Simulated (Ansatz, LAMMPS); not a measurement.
## Glassy 65SiO2-29K2O-6TiO2 (mol %) (93 atoms): support functions against a reference

Wanted: errors and times of a linear-scaling basis for glassy 65SiO2-29K2O-6TiO2 (mol %) (93 atoms). A setting counts as converged where the r.m.s. difference of forces stays under 1 % of the r.m.s. force.

Calculated with Ansatz 0.2.0; Kohn-Sham DFT, PBE, PAW (set soft_2), plane waves.

This is a report of a sequence of runs, with most program output left out.

## (1) Starting point

The cell holds 93 atoms: 20 Si, 18 K, 2 Ti and 53 O. Cell: a = 11.331 Å, b = 11.331 Å, c = 11.331 Å, α = 90.0°, β = 90.0°, γ = 90.0°. 93 atoms (20 Si, 18 K, 2 Ti, 53 O) placed at random at 2.48 g/cm³, melted at 4000 K for 10 ps at fixed volume with the Morse and Coulomb pair potential with partial charges (Pedone, Malavasi, Menziani, Cormack and Segre, J. Phys. Chem. B 110, 11780 (2006)). Quenched from 4000 K to 300 K at 50 K/ps and fixed volume, held 10 ps at zero pressure.

What the set-up can't give: The quench rate of 50 K/ps is many orders above laboratory rates, so the cell is likely richer in defects and strain than a real sample. The starting topology of bonds comes from the classical model, and needn't be the one that DFT or experiment would give. The Brillouin zone is sampled at Γ only, in a cell whose shortest periodic width is 11 Å.

## (2) The classical run that made the cell

A classical potential supplies the starting structure, since it reaches far longer times than DFT.

This step: classical MD, Morse and Coulomb pair potential with partial charges (Pedone, Malavasi, Menziani, Cormack and Segre, J. Phys. Chem. B 110, 11780 (2006)) (LAMMPS 22 Jul 2025 - Update 4).

File in.lmp:

```
# melt-quench of Si20K18Ti2O53
units metal
atom_style charge
boundary p p p
region box block 0 11.3955 0 11.3955 0 11.3955
create_box 4 box
mass 1 28.0850   # Si
mass 2 39.0983   # K
mass 3 47.8670   # Ti
mass 4 15.9990   # O
create_atoms 1 random 20 6076 NULL overlap 1.5 maxtry 2000
create_atoms 2 random 18 6083 NULL overlap 1.5 maxtry 2000
create_atoms 3 random 2 6090 NULL overlap 1.5 maxtry 2000
create_atoms 4 random 53 6097 NULL overlap 1.5 maxtry 2000
pair_style hybrid/overlay pedone 5.5 coul/long 8.0
pair_coeff * * coul/long
pair_coeff 1 4 pedone 0.340554 2.006700 2.100000 1   # Si-O
pair_coeff 2 4 pedone 0.011612 2.062605 3.305308 5   # K-O
pair_coeff 3 4 pedone 0.024235 2.254703 2.708943 1   # Ti-O
pair_coeff 4 4 pedone 0.042395 1.379316 3.618701 22   # O-O
set type 1 charge 2.4
set type 2 charge 0.6
set type 3 charge 2.4
set type 4 charge -1.2
kspace_style pppm 1.0e-4
neigh_modify delay 0 every 1 check yes
thermo_style custom step time temp pe press density
thermo_modify norm yes
timestep 0.002
thermo 100
min_style cg
minimize 1e-4 1e-4 200 2000
reset_timestep 0
velocity all create 4000 6077 mom yes dist gaussian
# [... 11 lines left out ...]
fix md all nvt temp 4000 300 0.2
run 37000 post no
unfix md
thermo 1666
fix md all npt temp 300 300 0.2 iso 0 0 2
run 5000 post no
unfix md
write_dump all custom glass.dump id type xs ys zs modify sort id
```

Run with:

```bash
$ lmp -in in.lmp -log none -nocite
```

Wall time 20 s (1 thread of Arm Neoverse V1, shared host); peak memory 0.073 GiB.

## (3) Plane-wave single point

The first run fixes the reference, at a cutoff of 420 eV.

File input.yaml:

```yaml
crystal:
  lattice:
    - [11.33118, 0.0, 0.0]
    - [0.0, 11.33118, 0.0]
    - [0.0, 0.0, 11.33118]
  atoms:
    - { symbol: Si, position: [0.98645, 0.02582, 0.02804] }
    - { symbol: Si, position: [0.45877, 0.91533, 0.37526] }
    - { symbol: Si, position: [0.40528, 0.69911, 0.97996] }
    - { symbol: Si, position: [0.19791, 0.53698, 0.86692] }
    - { symbol: Si, position: [0.26793, 0.85718, 0.55509] }
    - { symbol: Si, position: [0.47787, 0.48676, 0.4286] }
    - { symbol: Si, position: [0.07667, 0.46406, 0.46348] }
    - { symbol: Si, position: [0.031, 0.86828, 0.40441] }
    - { symbol: Si, position: [0.63217, 0.44526, 0.65117] }
    - { symbol: Si, position: [0.68164, 0.29146, 0.05739] }
    - { symbol: Si, position: [0.26936, 0.37327, 0.32338] }
    - { symbol: Si, position: [0.89802, 0.43467, 0.68145] }
    - { symbol: Si, position: [0.27691, 0.5977, 0.60637] }
    - { symbol: Si, position: [0.62562, 0.88378, 0.58619] }
    - { symbol: Si, position: [0.80609, 0.70452, 0.44928] }
    - { symbol: Si, position: [0.50747, 0.27452, 0.8399] }
    - { symbol: Si, position: [0.58554, 0.69574, 0.76082] }
    - { symbol: Si, position: [0.95757, 0.66696, 0.82812] }
    - { symbol: Si, position: [0.8735, 0.23103, 0.86206] }
    - { symbol: Si, position: [0.67486, 0.05259, 0.80126] }
    - { symbol: K, position: [0.00835, 0.3345, 0.09044] }
    - { symbol: K, position: [0.21929, 0.03529, 0.20015] }
    - { symbol: K, position: [0.26377, 0.7087, 0.25821] }
    - { symbol: K, position: [0.18438, 0.28659, 0.69226] }
    - { symbol: K, position: [0.38958, 0.42662, 0.09475] }
    - { symbol: K, position: [0.71372, 0.53303, 0.96244] }
    - { symbol: K, position: [0.18276, 0.84334, 0.82168] }
    - { symbol: K, position: [0.93511, 0.98297, 0.64813] }
    - { symbol: K, position: [0.52118, 0.98927, 0.09337] }
    - { symbol: K, position: [0.95236, 0.6588, 0.19701] }
    - { symbol: K, position: [0.39788, 0.14876, 0.55053] }
    - { symbol: K, position: [0.34417, 0.0285, 0.87584] }
    - { symbol: K, position: [0.78128, 0.43784, 0.36021] }
    - { symbol: K, position: [0.60971, 0.19035, 0.33295] }
    - { symbol: K, position: [0.78348, 0.98163, 0.23405] }
    - { symbol: K, position: [0.19971, 0.22409, 0.99251] }
    - { symbol: K, position: [0.03464, 0.1972, 0.33692] }
    - { symbol: K, position: [0.12316, 0.77862, 0.06443] }
    - { symbol: Ti, position: [0.76515, 0.82413, 0.96835] }
    - { symbol: Ti, position: [0.58753, 0.69673, 0.22513] }
    - { symbol: O, position: [0.34567, 0.85467, 0.4294] }
    - { symbol: O, position: [0.47954, 0.65918, 0.09911] }
    - { symbol: O, position: [0.93431, 0.32829, 0.77587] }
    - { symbol: O, position: [0.28948, 0.73639, 0.61772] }
    - { symbol: O, position: [0.25063, 0.4927, 0.26941] }
    - { symbol: O, position: [0.55908, 0.13692, 0.82495] }
    - { symbol: O, position: [0.09437, 0.84355, 0.28113] }
    - { symbol: O, position: [0.3437, 0.82011, 0.00322] }
    - { symbol: O, position: [0.89196, 0.69318, 0.95245] }
    - { symbol: O, position: [0.65614, 0.98604, 0.67864] }
    - { symbol: O, position: [0.29428, 0.96795, 0.63539] }
    - { symbol: O, position: [0.37371, 0.25712, 0.84445] }
    - { symbol: O, position: [0.96265, 0.14713, 0.93129] }
    - { symbol: O, position: [0.65833, 0.17206, 0.10784] }
    - { symbol: O, position: [0.6941, 0.77706, 0.10502] }
    - { symbol: O, position: [0.54902, 0.93047, 0.48106] }
    - { symbol: O, position: [0.18628, 0.35233, 0.43538] }
    - { symbol: O, position: [0.78971, 0.1346, 0.79262] }
    - { symbol: O, position: [0.99762, 0.42216, 0.57576] }
    - { symbol: O, position: [0.54782, 0.79233, 0.66557] }
    - { symbol: O, position: [0.11294, 0.98407, 0.99631] }
    - { symbol: O, position: [0.97128, 0.09837, 0.1422] }
    - { symbol: O, position: [0.42901, 0.04426, 0.33088] }
    - { symbol: O, position: [0.39575, 0.5431, 0.53479] }
    - { symbol: O, position: [0.00206, 0.47489, 0.35059] }
    - { symbol: O, position: [0.57136, 0.31972, 0.95883] }
    - { symbol: O, position: [0.40635, 0.37962, 0.3677] }
    - { symbol: O, position: [0.09542, 0.63428, 0.86004] }
    - { symbol: O, position: [0.51119, 0.58606, 0.33712] }
    - { symbol: O, position: [0.49063, 0.68225, 0.87194] }
    - { symbol: O, position: [0.16849, 0.56148, 0.5154] }
    - { symbol: O, position: [0.6867, 0.95508, 0.90287] }
    - { symbol: O, position: [0.76449, 0.39835, 0.66285] }
    - { symbol: O, position: [0.72546, 0.8101, 0.53357] }
    - { symbol: O, position: [0.95905, 0.78233, 0.74746] }
    - { symbol: O, position: [0.58555, 0.43186, 0.52032] }
    - { symbol: O, position: [0.95372, 0.98255, 0.40659] }
    - { symbol: O, position: [0.70764, 0.73903, 0.82393] }
    [... 9 atom lines left out ...]
    - { symbol: O, position: [0.25189, 0.53333, 0.72676] }
    - { symbol: O, position: [0.72709, 0.69879, 0.32159] }
    - { symbol: O, position: [0.93083, 0.75653, 0.42292] }
    - { symbol: O, position: [0.3021, 0.59884, 0.94782] }
    - { symbol: O, position: [0.79259, 0.28944, 0.95843] }
    - { symbol: O, position: [0.70135, 0.3958, 0.14576] }
kpoints:
  mp_grid: { grid: [1, 1, 1] }
hamiltonian:
  xc: pbe
scf:
  occupations: { method: fixed }
output:
  forces: true
  stress: true
  populations: true
  dos:
    method: { smearing: { sigma: 0.15 } }
    de: 0.1
    projected: { site_lists: { K: [K], O: [O], Si: [Si], Ti: [Ti] } }
  eigenvalues: true
  write_density: true
  write_potential: true
  volumetric_format: npy
  elf: true
```

Run with:

```bash
$ ansatz run input.yaml --threads 4 --pin off --max-ram 8192MiB --backend cpu --events-out ev --progress --plain --runs-dir out
```

Run time: 29 s. Hardware: 4 threads of Arm Neoverse V1, shared host; peak memory 1.9 GiB; 1.9 min of CPU time.

The program notes that the exchange-correlation potential is rough where the density is thin.

The run gave:

- free energy: -75561.0386 eV
- free energy per atom: -812.4843 eV/atom
- SCF cycles: 11
- pressure: 5.832 GPa
- r.m.s. force component: 1.287 eV/Å
- longest force: 5.968 eV/Å
- Fermi energy: 4.896 eV
- gap (highest filled to lowest empty level): 1.456 eV
- spilling of the projection: 0.01035

The r.m.s. force component of 1.3 eV/Å sets the scale for the differences below.

## (4) Support functions low

The cell is solved in localised support functions.

This step: Kohn-Sham DFT, PBE, PAW (set soft_2), localised support functions (low) (Ansatz 0.2.0).

input.yaml, the sections that differ from step 3:

```yaml
scf:
  occupations: { method: fixed }
  eigensolver: { kind: { support_functions: { accuracy: low } } }
  max_iter: 150
output:
  forces: true
  eigenvalues: true
# crystal, kpoints, hamiltonian: as in step 3
```

Run time: 3.5 min. Hardware: 4 threads; peak memory 5 GiB; 14 min of CPU time.

The program notes that the band table was not solved further than the SCF left it and it switched symmetry off.

Keys that differ from the reference: support_functions.accuracy = "low" and scf.max_iter = 150.

Forces differ from the reference by 0.57 meV/Å r.m.s., 0.044 % of their size, well within a tolerance of 1 %; the energy by -4.3 meV/atom. It took 3.5 min and 15 cycles; the reference's time can't be set against it, since the two runs asked for unlike analyses.

## (5) Support functions medium

The cell is solved in localised support functions. Besides, the program derives a nominal cutoff of 464 eV for this run, against the reference's 420.

This step: Kohn-Sham DFT, PBE, PAW (set soft_2), localised support functions (medium) (Ansatz 0.2.0).

input.yaml, the sections that differ from step 4:

```yaml
scf:
  occupations: { method: fixed }
  eigensolver: { kind: { support_functions: { accuracy: medium } } }
  max_iter: 150
# crystal, kpoints, hamiltonian, output: as in step 4
```

The job ended after 3.7 min (4 threads; peak memory 5 GiB).

Keys that differ from the reference: support_functions.accuracy = "medium" and scf.max_iter = 150.

Forces differ from the reference by 0.51 meV/Å r.m.s., 0.040 % of their size, well within a tolerance of 1 %; the energy by -4.3 meV/atom. It took 3.7 min and 17 cycles; the reference's time can't be set against it, since the two runs asked for unlike analyses.

## (6) Support functions medium, spacing 0.33 Å

The grid spacing sets how fine a wave the support functions can hold. Besides, the program derives a nominal cutoff of 464 eV for this run, against the reference's 420.

input.yaml, the sections that differ from step 5:

```yaml
scf:
  occupations: { method: fixed }
  eigensolver: { kind: { support_functions: { accuracy: medium, spacing: 0.33 } } }
  max_iter: 150
# crystal, kpoints, hamiltonian, output: as in step 5
```

Run time: 85 s. Hardware: 4 threads; peak memory 2.2 GiB; 5.2 min of CPU time.

The program notes that the forces don't sum to zero within tolerance and the grid leaves an egg-box force.

Forces differ from the reference by 49 meV/Å r.m.s., 3.8 % of their size, over a tolerance of 1 %; the energy by +25 meV/atom. It took 85 s and 17 cycles; the reference's time can't be set against it, since the two runs asked for unlike analyses. The setting is coarser than the default on purpose.

## (7) Support functions medium, spacing 0.275 Å

input.yaml, the sections that differ from step 6:

```yaml
scf:
  occupations: { method: fixed }
  eigensolver: { kind: { support_functions: { accuracy: medium, spacing: 0.275 } } }
  max_iter: 150
# crystal, kpoints, hamiltonian, output: as in step 6
```

Elapsed: 2.2 min, on 4 threads; peak memory 2.7 GiB; 7.5 min of CPU time.

Forces differ from the reference by 4.4 meV/Å r.m.s., 0.34 % of their size, within a tolerance of 1 %; the energy by -7.4 meV/atom. It took 2.2 min and 17 cycles; the reference's time can't be set against it, since the two runs asked for unlike analyses. The setting is coarser than the default on purpose.

## (8) All settings compared

Each row is set against the plane-wave reference (Kohn-Sham DFT, PBE, PAW (set soft_2), plane waves; r.m.s. force component 1.29 eV/Å). Energies are set beside the reference only for runs with its functional, potentials and electron count. Times are for 4 threads of Arm Neoverse V1, shared host. The reference's time includes the DOS, ELF, the stress and grids, which some other runs skip.

```
                                      run  Δ force, r.m.s. (meV/Å)  share of r.m.s. force (%)  Δ energy (meV/atom)  Δ gap (eV)  cycles     time  host memory (GiB)
                                reference                        -                          -                    -           -      11     29 s                1.9
                    support functions low                    0.568                     0.0441                -4.31      5.0e-4      15  3.5 min                5.0
                 support functions medium                    0.514                     0.0399                -4.31     -2.0e-4      17  3.7 min                5.0
 support functions medium, spacing 0.33 Å                     49.1                       3.81                 24.9      0.0018      17     85 s                2.2
support functions medium, spacing 0.275 Å                     4.42                      0.344                -7.44      5.0e-4      17  2.2 min                2.7
```

(Continued in part 2 of 2.)

[Logs are printed without paths, hosts, clocks, repeated set-up lines and the standing remarks that a program may print on its own settings, such as how far it seeks lower states.]

[Hosts, paths, dates, database ids (printed as entryN), source tags and the programs' standing remarks are cut or masked in the printed files.]
